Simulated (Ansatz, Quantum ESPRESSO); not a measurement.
# Lattice dynamics of HfPbO3 (Pm-3m) in two programs, part 2 of 5

How does HfPbO3 (Pm-3m) vibrate, and is this structure a minimum?

Quantum ESPRESSO 7.5; DFT LDA, scalar-relativistic, plane waves, PseudoDojo norm-conserving pseudopotentials.

So far. Step 2 (A probe with smearing): A gap of 2.3 eV opens on this mesh, so the crystal is taken as an insulator; the start stands at -11 GPa. Step 4 (Self-consistent run for the response): The cell stands at -0.035 GPa, close enough for phonons. The relaxed cell has a = 4.063 Å (conventional setting).

## 5. Phonons on a q mesh

Linear response treats each wavevector in the unit cell, with no supercell; the 2×2×2 mesh fixes the range of the force constants to be had.

Contents of ph.in:

```
phonons
&inputph
   prefix = 'x'
   outdir = './tmp'
   fildyn = 'x.dyn'
   tr2_ph = 1.0d-18
   epsil = .true.
   ldisp = .true.
   nq1 = 2
   nq2 = 2
   nq3 = 2
/
```

Started as:

```console
> OMP_NUM_THREADS=1 mpirun -n 4 ph.x -nk 4 -in ph.in > ph.out
```

Numbers of over 12 decimals in the logs are rounded to 6 here.

Log:

```text
[banners, grids, parts of the stress and lines that vanish by symmetry left out]
[banner, memory and clock lines left out]
Program PHONON v.7.5

[...]
Exchange-correlation= PW
                           (   1   4   0   0   0   0   0)
[...]
(   4 q-points):
[...]
kinetic-energy cut-off    =      84.0000  Ry
     charge density cut-off    =     336.0000  Ry
     convergence threshold     =      1.0E-18
[...]
Exchange-correlation= PW
                           (   1   4   0   0   0   0   0)
[...]
q = (   0.0000000   0.0000000   0.0000000 )
     49 Sym.Ops. (with q -> -q+G )
     G cutoff =  501.8091  (  47089 G-vectors)     FFT grid: ( 45, 45, 45)
     number of k points=    20
[...]
Mode symmetry, O_h (m-3m)  point group:
[...]
Dielectric constant
[...]
End of electric fields calculation
          Dielectric constant in cartesian axis
          (       6.687712710       0.000000000       0.000000000 )
          (       0.000000000       6.687712710       0.000000000 )
          (       0.000000000       0.000000000       6.687712710 )
          Effective charges (d Force / dE) in cartesian axis without acoustic sum rule applied (asr)
           atom    1  Hf    Mean Z*:        5.69580
      Ex  (        5.69580        0.00000        0.00000 )
      Ey  (        0.00000        5.69580        0.00000 )
      Ez  (        0.00000        0.00000        5.69580 )
           atom    2  Pb    Mean Z*:        3.91583
      Ex  (        3.91583        0.00000        0.00000 )
      Ey  (        0.00000        3.91583        0.00000 )
      Ez  (        0.00000        0.00000        3.91583 )
           atom    3  O     Mean Z*:       -3.20869
      Ex  (       -4.59491        0.00000        0.00000 )
      Ey  (        0.00000       -2.51559        0.00000 )
      Ez  (        0.00000        0.00000       -2.51559 )
           atom    4  O     Mean Z*:       -3.20869
      Ex  (       -2.51559        0.00000        0.00000 )
      Ey  (        0.00000       -4.59491        0.00000 )
      Ez  (        0.00000        0.00000       -2.51559 )
           atom    5  O     Mean Z*:       -3.20869
      Ex  (       -2.51559        0.00000        0.00000 )
      Ey  (        0.00000       -2.51559        0.00000 )
      Ez  (        0.00000        0.00000       -4.59491 )
          Effective charges Sum: Mean:       -0.01445
[...]
Effective charges (d Force / dE) in cartesian axis with asr applied:
           atom    1  Hf    Mean Z*:        5.69869
[...]
atom    2  Pb    Mean Z*:        3.91872
[...]
atom    3  O     Mean Z*:       -3.20580
[...]
atom    4  O     Mean Z*:       -3.20580
[...]
atom    5  O     Mean Z*:       -3.20580
[...]
Representation #   1 modes #   1   2   3
[...]
End of self-consistent calculation
     Convergence has been achieved
     Representation #   2 modes #   4   5   6
[...]
End of self-consistent calculation
     Convergence has been achieved
     Representation #   3 modes #   7   8   9
[...]
End of self-consistent calculation
     Convergence has been achieved
     Representation #   4 modes #  10  11  12
[...]
End of self-consistent calculation
     Convergence has been achieved
[...]
Convergence has been achieved
[...]
Dielectric constant in cartesian axis
          (       6.687712710       0.000000000       0.000000000 )
          (       0.000000000       6.687712710       0.000000000 )
          (       0.000000000       0.000000000       6.687712710 )
          Effective charges (d Force / dE) in cartesian axis without acoustic sum rule applied (asr)
           atom    1  Hf    Mean Z*:        5.69580
      Ex  (        5.69580        0.00000        0.00000 )
      Ey  (        0.00000        5.69580        0.00000 )
      Ez  (        0.00000        0.00000        5.69580 )
           atom    2  Pb    Mean Z*:        3.91583
      Ex  (        3.91583        0.00000        0.00000 )
      Ey  (        0.00000        3.91583        0.00000 )
      Ez  (        0.00000        0.00000        3.91583 )
           atom    3  O     Mean Z*:       -3.20869
      Ex  (       -4.59491        0.00000        0.00000 )
      Ey  (        0.00000       -2.51559        0.00000 )
      Ez  (        0.00000        0.00000       -2.51559 )
           atom    4  O     Mean Z*:       -3.20869
      Ex  (       -2.51559        0.00000        0.00000 )
      Ey  (        0.00000       -4.59491        0.00000 )
      Ez  (        0.00000        0.00000       -2.51559 )
           atom    5  O     Mean Z*:       -3.20869
      Ex  (       -2.51559        0.00000        0.00000 )
      Ey  (        0.00000       -2.51559        0.00000 )
      Ez  (        0.00000        0.00000       -4.59491 )
          Effective charges Sum: Mean:       -0.01445
[...]
Effective charges (d Force / dE) in cartesian axis with asr applied:
           atom    1  Hf    Mean Z*:        5.69869
[...]
atom    2  Pb    Mean Z*:        3.91872
[...]
atom    3  O     Mean Z*:       -3.20580
[...]
atom    4  O     Mean Z*:       -3.20580
[...]
atom    5  O     Mean Z*:       -3.20580
[...]
Effective charges (d P / du) in cartesian axis
[...]
q = (    0.000000000   0.000000000   0.000000000 )
[...]
freq (    1) =      -3.589981 [THz] =    -119.748873 [cm-1]
     freq (    2) =      -3.589981 [THz] =    -119.748873 [cm-1]
     freq (    3) =      -3.589981 [THz] =    -119.748873 [cm-1]
     freq (    4) =       0.044580 [THz] =       1.487013 [cm-1]
     freq (    5) =       0.044580 [THz] =       1.487013 [cm-1]
     freq (    6) =       0.044580 [THz] =       1.487013 [cm-1]
     freq (    7) =       3.277552 [THz] =     109.327375 [cm-1]
     freq (    8) =       3.277552 [THz] =     109.327375 [cm-1]
     freq (    9) =       3.277552 [THz] =     109.327375 [cm-1]
     freq (   10) =       4.308932 [THz] =     143.730491 [cm-1]
     freq (   11) =       4.308932 [THz] =     143.730491 [cm-1]
     freq (   12) =       4.308932 [THz] =     143.730491 [cm-1]
     freq (   13) =      17.877360 [THz] =     596.324541 [cm-1]
     freq (   14) =      17.877360 [THz] =     596.324541 [cm-1]
[...]
Mode symmetry, O_h (m-3m)  point group:
     freq (   1-   3) =       -119.7  [cm-1]   --> T_1u G_15  G_4- I
     freq (   4-   6) =          1.5  [cm-1]   --> T_1u G_15  G_4- I
     freq (   7-   9) =        109.3  [cm-1]   --> T_2u G_25  G_5-
     freq (  10-  12) =        143.7  [cm-1]   --> T_1u G_15  G_4- I
     freq (  13-  15) =        596.3  [cm-1]   --> T_1u G_15  G_4- I
[...]
Mode symmetry, D_4h(4/mmm) point group:
[...]
Representation #   1 mode #   1
[...]
Convergence has been achieved
     Representation #   2 mode #   2
[...]
Convergence has been achieved
     Representation #   3 mode #   3
[...]
Convergence has been achieved
     Representation #   4 modes #   4   5
[...]
Convergence has been achieved
     Representation #   5 modes #   6   7
[...]
Convergence has been achieved
     Representation #   6 modes #   8   9
[...]
Convergence has been achieved
     Representation #   7 mode #  10
[...]
Convergence has been achieved
[...]
Convergence has been achieved
     Representation #   9 modes #  12  13
[...]
Convergence has been achieved
[...]
q = (    0.000000000   0.000000000  -0.500000000 )
[...]
Mode symmetry, D_4h(4/mmm) point group:
     freq (   1-   2) =        -45.0  [cm-1]   --> E_u  X_5' M_5'
     freq (   3-   4) =         67.0  [cm-1]   --> E_g  X_5  M_5
     freq (   5-   5) =         99.7  [cm-1]   --> A_2u X_4' M_4'
     freq (   6-   7) =        143.8  [cm-1]   --> E_g  X_5  M_5
     freq (   8-   8) =        160.0  [cm-1]   --> B_1g X_2  M_2
     freq (   9-   9) =        179.7  [cm-1]   --> A_1g X_1  M_1
     freq (  10-  11) =        216.2  [cm-1]   --> E_u  X_5' M_5'
     freq (  12-  12) =        362.9  [cm-1]   --> A_1g X_1  M_1
     freq (  13-  14) =        591.4  [cm-1]   --> E_g  X_5  M_5
     freq (  15-  15) =        801.5  [cm-1]   --> A_2u X_4' M_4'
[...]
Mode symmetry, D_4h(4/mmm) point group:
[...]
Representation #   8 mode #   9
[...]
Convergence has been achieved
     Representation #  11 modes #  14  15
[...]
Convergence has been achieved
[...]
q = (    0.000000000  -0.500000000  -0.500000000 )
[...]
Mode symmetry, D_4h(4/mmm) point group:
     freq (   1-   1) =       -169.7  [cm-1]   --> B_1g X_2  M_2
     freq (   2-   3) =        -76.8  [cm-1]   --> E_u  X_5' M_5'
     freq (   4-   4) =         15.0  [cm-1]   --> A_2u X_4' M_4'
     freq (   5-   5) =         93.4  [cm-1]   --> B_1u X_2' M_2'
     freq (   6-   7) =        148.2  [cm-1]   --> E_u  X_5' M_5'
     freq (   8-   9) =        236.4  [cm-1]   --> E_g  X_5  M_5
     freq (  10-  11) =        253.1  [cm-1]   --> E_u  X_5' M_5'
     freq (  12-  12) =        379.6  [cm-1]   --> A_1g X_1  M_1
     freq (  13-  13) =        585.3  [cm-1]   --> B_1u X_2' M_2'
     freq (  14-  14) =        670.7  [cm-1]   --> A_2g X_4  M_4
     freq (  15-  15) =        853.9  [cm-1]   --> B_2g X_3  M_3
[...]
Mode symmetry, O_h (m-3m)  point group:
[...]
Convergence has been achieved
     Representation #   2 mode #   4
[...]
Convergence has been achieved
     Representation #   3 modes #   5   6
[...]
Convergence has been achieved
[...]
Convergence has been achieved
     Representation #   5 modes #  10  11  12
[...]
End of self-consistent calculation
     Convergence has been achieved
     Representation #   6 modes #  13  14  15
[...]
End of self-consistent calculation
     Convergence has been achieved
[...]
q = (   -0.500000000  -0.500000000  -0.500000000 )
[...]
freq (    8) =       6.652174 [THz] =     221.892623 [cm-1]
     freq (    9) =       6.652174 [THz] =     221.892623 [cm-1]
     freq (   10) =       9.570722 [THz] =     319.244932 [cm-1]
     freq (   11) =       9.570722 [THz] =     319.244932 [cm-1]
     freq (   12) =       9.570722 [THz] =     319.244932 [cm-1]
     freq (   13) =      19.832145 [THz] =     661.529139 [cm-1]
     freq (   14) =      19.832145 [THz] =     661.529139 [cm-1]
     freq (   15) =      26.477455 [THz] =     883.192826 [cm-1]
[...]
Mode symmetry, O_h (m-3m)  point group:
     freq (   1-   3) =       -176.7  [cm-1]   --> T_2u G_25  G_5-
     freq (   4-   6) =        -38.2  [cm-1]   --> T_1u G_15  G_4-
     freq (   7-   9) =        221.9  [cm-1]   --> T_2g G_25' G_5+
     freq (  10-  12) =        319.2  [cm-1]   --> T_1u G_15  G_4-
     freq (  13-  14) =        661.5  [cm-1]   --> E_u  G_12' G_3-
     freq (  15-  15) =        883.2  [cm-1]   --> A_2u G_2'  G_2-
```

It took 50 min on 4 MPI ranks of Arm Neoverse V2, shared host; 3.3 h of CPU time.

Read from the output:

```yaml
miss_of_the_charge_sum_rule: 0.01446 e
largest_acoustic_frequency_at_the_zone_centre_before_the_sum_rule: 1.49 cm⁻¹
highest_optical_zone_centre_mode_no_lo_to_term: 596.3 cm⁻¹
lowest_optical_zone_centre_mode: -119.8 cm⁻¹
mean_high_frequency_dielectric_constant: 6.688
largest_born_charge_in_size_third_of_the_trace: 5.696 e
lowest_mode_on_the_q_mesh_acoustic_ones_at_the_zone_centre_apart: -176.7 cm⁻¹
```

Frequencies (cm⁻¹) at each irreducible wavevector; negative means imaginary. Frequencies by wavevector:

```csv
q (fractions),star,mode 1,mode 2,mode 3,mode 4,mode 13,mode 14,mode 15
0 0 0,1,-119.8,-119.8,-119.8,1.49,596.3,596.3,596.3
0 0 -0.5,3,-45.03,-45.03,67.02,67.02,591.4,591.4,801.5
0 -0.5 -0.5,3,-169.8,-76.79,-76.79,15.04,585.3,670.7,853.9
-0.5 -0.5 -0.5,1,-176.7,-176.7,-176.7,-38.23,661.5,661.5,883.2
```

Born charge (rows field, columns displacement), before the sum rule (e), principal values of the symmetric part by kind of site:

```csv
atom,atoms with these values,low,middle,high,mean
Hf1,1,5.70,5.70,5.70,5.70
Pb2,1,3.92,3.92,3.92,3.92
O3,3,-4.59,-2.52,-2.52,-3.21
```

In full for Hf1:

```
5.70 0.00 0.00
0.00 5.70 0.00
0.00 0.00 5.70
```

High-frequency dielectric tensor:

```
6.69 0.00 0.00
0.00 6.69 0.00
0.00 0.00 6.69
```

The acoustic modes at Γ come out as far as 1.5 cm⁻¹ from zero, where they should vanish, a small numerical error; the Born charges miss their sum rule by 0.014 e, which is good. The lowest optical mode is imaginary, 120i cm⁻¹, an instability at this level and on this k mesh.

## 6. Fourier transform to real space

The dynamical matrices of the mesh are Fourier-transformed to force constants in real space, after the long-range dipole part is taken out.

Contents of q2r.in:

```
&input
   fildyn = 'x.dyn'
   zasr = 'simple'
   flfrc = 'x.fc'
/
```

Started as:

```console
> q2r.x < q2r.in > q2r.out
```

Log:

```text
[banners, grids, parts of the stress and lines that vanish by symmetry left out]
[banner, memory and clock lines left out]
Program Q2R v.7.5

  reading grid info from file x.dyn0

  reading force constants from file x.dyn1
 macroscopic fields = T
   6.68771   0.00000   0.00000
   0.00000   6.68771   0.00000
[...]
na=            1
[...]
na=            2
[...]
na=            3
[...]
na=            4
[...]
na=            5
[...]
0.00000  -2.51559   0.00000
   0.00000   0.00000  -4.59491
  alpha Ewald:    1.493479
  nqs=            1
 q=   0.00000000  0.00000000  0.00000000
  reading force constants from file x.dyn2
  alpha Ewald:    1.493479
  nqs=            3
 q=   0.00000000  0.00000000 -0.50000000
[...]
reading force constants from file x.dyn3
  alpha Ewald:    1.493479
  nqs=            3
[...]
q=  -0.50000000  0.00000000 -0.50000000
  reading force constants from file x.dyn4
  alpha Ewald:    1.493479
  nqs=            1
 q=  -0.50000000 -0.50000000 -0.50000000

      q-space grid ok, #points =    8

      fft-check success (sum of imaginary terms < 10^-12)
```

Elapsed: 0.46 s, on 1 thread.

## 7. Interpolated phonon bands

From the force constants any wavevector is cheap; points of the mesh come back as solved, but for the sum rule and, in polar crystals, the LO-TO term at Γ; the rest is interpolation.

Contents of matdyn.in:

```
&input
   asr = 'simple'
   flfrc = 'x.fc'
   flfrq = 'x.freq'
   flvec = 'x.modes'
   q_in_band_form = .true.
   q_in_cryst_coord = .true.
/
8
  0.0000000   0.0000000   0.0000000  12  ! GAMMA
  0.0000000   0.5000000   0.0000000  12  ! X
  0.5000000   0.5000000   0.0000000  12  ! M
  0.0000000   0.0000000   0.0000000  12  ! GAMMA
  0.5000000   0.5000000   0.5000000  12  ! R
  0.0000000   0.5000000   0.0000000   1  ! X
  0.5000000   0.5000000   0.5000000  12  ! R
  0.5000000   0.5000000   0.0000000   1  ! M
```

Started as:

```console
> matdyn.x -in matdyn.in > matdyn.out
```

Log:

```text
[banner, memory and clock lines left out]
Program MATDYN v.7.5

 mass for atomic type   1 not given; uses mass from file x.fc
 mass for atomic type   2 not given; uses mass from file x.fc
 mass for atomic type   3 not given; uses mass from file x.fc
```

Run time: 0.51 s. Hardware: 1 thread.

Numbers from this step:

* lowest frequency on the path: -176.8 cm⁻¹

Matdyn.x, sum rule simple. The phonon branches at the labelled points (cm⁻¹):

```csv
point,branch 1,branch 2,branch 3,branch 4,branch 12,branch 13,branch 14,branch 15
Γ,-120,-120,0,0,340,596,596,706
halfway,-81,-81,46,46,351,594,594,754
X,-45,-45,67,67,363,591,591,802
halfway,-107,-39,-38,-29,372,589,642,820
M,-170,-77,-77,15,380,585,671,854
halfway,-102,-53,38,40,363,592,631,776
Γ,-120,-120,0,0,340,596,596,706
halfway,-88,-88,-38,30,358,630,630,796
R,-177,-177,-177,-38,319,662,662,883
halfway,-109,-104,-31,-25,357,629,645,834
X,-45,-45,67,67,363,591,591,802
jump to R,-177,-177,-177,-38,319,662,662,883
halfway,-173,-111,-111,-21,350,632,666,863
M,-170,-77,-77,15,380,585,671,854
```

The path dips to 177i cm⁻¹.

## 8. Sums over the zone

Sums over the zone need many more wavevectors than were solved, so the interpolation is sampled on a dense mesh.

Contents of matdyn.in:

```
&input
   asr = 'simple'
   flfrc = 'x.fc'
   dos = .true.
   fldos = 'x.dos'
   nk1 = 11
   nk2 = 11
   nk3 = 11
   deltaE = 1.0
/
```

Started as:

```console
> matdyn.x -in matdyn.in > matdyn.out
```

Log:

```text
[banner, memory and clock lines left out]
Program MATDYN v.7.5

 mass for atomic type   1 not given; uses mass from file x.fc
 mass for atomic type   2 not given; uses mass from file x.fc
 mass for atomic type   3 not given; uses mass from file x.fc
```

Run time: 16 s. Hardware: 1 thread.

Numbers from this step:

- share of modes beyond 3i cm⁻¹ on the dense interpolated mesh: 0.2118

The phonon density of states has structure finer than the step of the table below, so its rows give means over 50 cm⁻¹, whole bins alone (the curve runs from -172 to 878 cm⁻¹). Peaks (cm⁻¹: height): total 142.5: 0.0573, 212.5: 0.0647, 359.5: 0.0450, 597.5: 0.0517; Hf 93.5: 0.0195, 142.5: 0.0290, 212.5: 0.0367; O 142.5: 0.0257, 212.5: 0.0254, 359.5: 0.0407, 597.5: 0.0505; Pb -53.5: 0.0230, -25.5: 0.0304, 51.5: 0.0145.

Tetrahedra. The phonon density of states by wavenumber; means over each step; values in 1/cm⁻¹/cell:

```csv
wavenumber (cm⁻¹),total,Hf,O,Pb
-100,0.0195,9.3e-5,0.0115,0.00787
-50,0.0270,2.5e-4,0.00571,0.0211
0,0.0137,4.0e-4,0.00179,0.0115
50,0.0213,0.00409,0.00674,0.0105
100,0.0281,0.0123,0.0123,0.00342
150,0.0349,0.0168,0.0163,0.00172
200,0.0377,0.0200,0.0161,0.00165
250,0.0181,0.00321,0.0138,0.00114
300,0.0106,5.6e-4,0.00959,4.3e-4
350,0.0188,0.00140,0.0172,1.9e-4
400,9.8e-4,3.3e-5,9.5e-4,3.3e-6
450,0,0,0,0
500,0,0,0,0
550,0,0,0,0
600,0.0231,4.8e-4,0.0226,0
650,0.0168,8.4e-5,0.0167,0
700,3.3e-4,1.6e-5,3.1e-4,2.4e-6
750,0.00312,7.8e-5,0.00303,1.0e-5
800,0.00932,7.2e-5,0.00923,1.3e-5
850,0.00699,2.2e-5,0.00697,1.4e-6
```

## 9. Modes with the sum rule

A rigid shift of the crystal must cost nothing, but grids and finite bases break this; the acoustic sum rule is imposed before the matrix is diagonalised again. With Born charges the intensities follow; a static dielectric tensor has no meaning with imaginary modes.

Contents of dynmat.in:

```
&input
   fildyn = 'x.dyn1'
   asr = 'simple'
   fileig = 'dynmat.eig'
   lperm = .true.
/
```

Started as:

```console
> dynmat.x -in dynmat.in > dynmat.out
```

Log:

```text
[banner, memory and clock lines left out]
Program DYNMAT v.7.5

     Reading Dynamical Matrix from file x.dyn1
     ...Force constants read
     ...epsilon and Z* read
     A direction for q was not specified:TO-LO splitting will be absent

     Polarizability (A^3 units)
     multiply by 0.345315 for Clausius-Mossotti correction
        30.364745    0.000000    0.000000
         0.000000   30.364745    0.000000
         0.000000    0.000000   30.364745

     IR activities are in (D/A)^2/amu units

# mode   [cm-1]    [THz]      IR
    1   -119.82   -3.5921   22.9239
    2   -119.82   -3.5921   22.9239
    3   -119.82   -3.5921   22.9239
    4     -0.00   -0.0000    0.0000
    5     -0.00   -0.0000    0.0000
    6     -0.00   -0.0000    0.0000
    7    109.19    3.2733    0.0000
    8    109.19    3.2733    0.0000
    9    109.19    3.2733    0.0000
   10    143.70    4.3080   11.2264
   11    143.70    4.3080   11.2264
   12    143.70    4.3080   11.2264
   13    596.33   17.8776   20.3739
   14    596.33   17.8776   20.3739
   15    596.33   17.8776   20.3739

Electronic dielectric permittivity tensor (relative, adimensional)
         6.687713    0.000000    0.000000
         0.000000    6.687713    0.000000
         0.000000    0.000000    6.687713

 ... with zone-center polar mode contributions
        25.793252   -0.000000   -0.000000
        -0.000000   25.793252    0.000000
        -0.000000    0.000000   25.793252

[end of the log left out, with the tail of the file of modes that dynmat.x writes under the same name]
```

Wall time 0.45 s (1 thread).

Unit eigenvectors of the mass-weighted matrix after the sum rule; no LO-TO term. The modes at Γ (shares of kinetic energy by element, %) (negative means imaginary):

```csv
mode,frequency (cm⁻¹),Hf %,Pb %,O %
1,-119.8,5,32,63
2,-119.8,5,32,63
3,-119.8,5,32,63
4,0.0,41,48,11
5,0.0,41,48,11
6,0.0,41,48,11
7,109.2,0,0,100
8,109.2,0,0,100
9,109.2,0,0,100
10,143.7,51,20,29
11,143.7,51,20,29
12,143.7,51,20,29
13,596.3,3,0,97
14,596.3,3,0,97
15,596.3,3,0,97
```

Displacements in mode 1 (-119.8 cm⁻¹), the largest set to 1:
```
Hf1 -0.03 -0.12  0.00
Pb2  0.07  0.30 -0.01
O3  -0.10 -1.00  0.03
O4  -0.24 -0.43  0.03
O5  -0.24 -1.00  0.01
```

Displacements in mode 13 (596.3 cm⁻¹), the largest set to 1:
```
Hf1  0.00 -0.05  0.00
Pb2  0.00  0.00  0.00
O3  -0.01 -0.19  0.00
O4   0.00  1.00  0.00
O5   0.00 -0.19  0.00
```

Degenerate modes summed, no LO-TO term; imaginary modes left out. Infrared lines, with heights relative to the strongest:

```csv
position (cm⁻¹),lines merged,"IR intensity, relative"
109,3,0.0
144,3,55
596,3,100
```

The rule moves no optical mode by more than 0.2 cm⁻¹.

(Part 2 of 5 ends here.)

[Host names and launcher messages were left out of these logs when they were recorded.]

[Logs are printed without paths, hosts, clocks, repeated set-up lines and the standing remarks that a program may print on its own settings, such as how far it seeks lower states.]

[Hosts, paths, dates, database ids (printed as entryN), source tags and the programs' standing remarks are cut or masked in the printed files.]
